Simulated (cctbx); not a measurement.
## Symmetry from intensities

Cell: a = 9.4030 Å, b = 9.4030 Å, c = 9.4030 Å, α = 90.00°, β = 90.00°, γ = 90.00°. Expected content of the cell: Pb16 Ca8.

The data are simulated with cctbx, not measured: Cu Kα, λ = 1.54184 Å, to d = 0.8 Å, 50 % of the full sphere, strongest reflection 20000 counts, noise from counting, a 1.5 % proportional error and a noise floor of 15 counts (s.d.); no absorption.

Tests on the unmerged data give:

```text
3363 reflections to d = 0.800 A
centring   violations  <I/sigma> of those
    A          0 of  1708      0.0
    B          0 of  1709     -0.0
    C          0 of  1707      0.0
    I        409 of  1693      6.5
    R        348 of  2220      4.5
    F          0 of  2562      0.0
Laue class    unique    Rint  (classes that these axes allow; Friedel mates merged)
F m m m           245   0.021
F m -3             89   0.023
F m -3 m           66   0.023
space group    extra absences  I>4sigma  <I/sigma>
F 4 3 2                 0          0         -  acentric
F 41 3 2                8          0      -0.6  acentric
F -4 3 m                0          0         -  acentric
F m -3 m                0          0         -  centric
F d -3 m :1            66          0       0.1  centric
F d -3 m :2            66          0       0.1  centric
Wilson B = 2.89 A^2   <|E^2-1|> = 0.670 (0.968 centric, 0.736 acentric)   E^2>4: 0.0 %
shell (A)         n   <I/sigma>
 5.43 - 1.37     18     81.9
 1.37 - 1.09     13     55.1
 1.09 - 0.96     10     94.8
 0.96 - 0.87     14     47.6
 0.87 - 0.81     11     35.6
```

Q: Read the symmetry from these tables.

The reflections that A, B, C and F centring forbids are absent (⟨I/σ⟩ near 0), so the lattice is F. F holds A, B and C together.

Rint stays low (0.021 to 0.023) up to F m -3 m, the highest class in these axes.

6 settings pass the absence test. The most absences obeyed, 66, belong to F d -3 m alone.

⟨|E²−1|⟩ = 0.670 leans to a non-centrosymmetric structure, or to twinning, which lowers it. Here that hint misleads: the statistic assumes many like atoms on general positions, and few, heavy or special-position atoms break it. The Wilson B of 2.89 Å² means U ≈ 0.0366 Å².

The true group is Fd-3m (no. 227, origin choice 1), Laue class m-3m, centrosymmetric. The tables fix it.

The model was made for the exercise: a known structure type with other elements put in, its volume estimated, not relaxed; displacement parameters are assumed.

[Logs are printed without paths, hosts, clocks, repeated set-up lines and the standing remarks that a program may print on its own settings, such as how far it seeks lower states.]
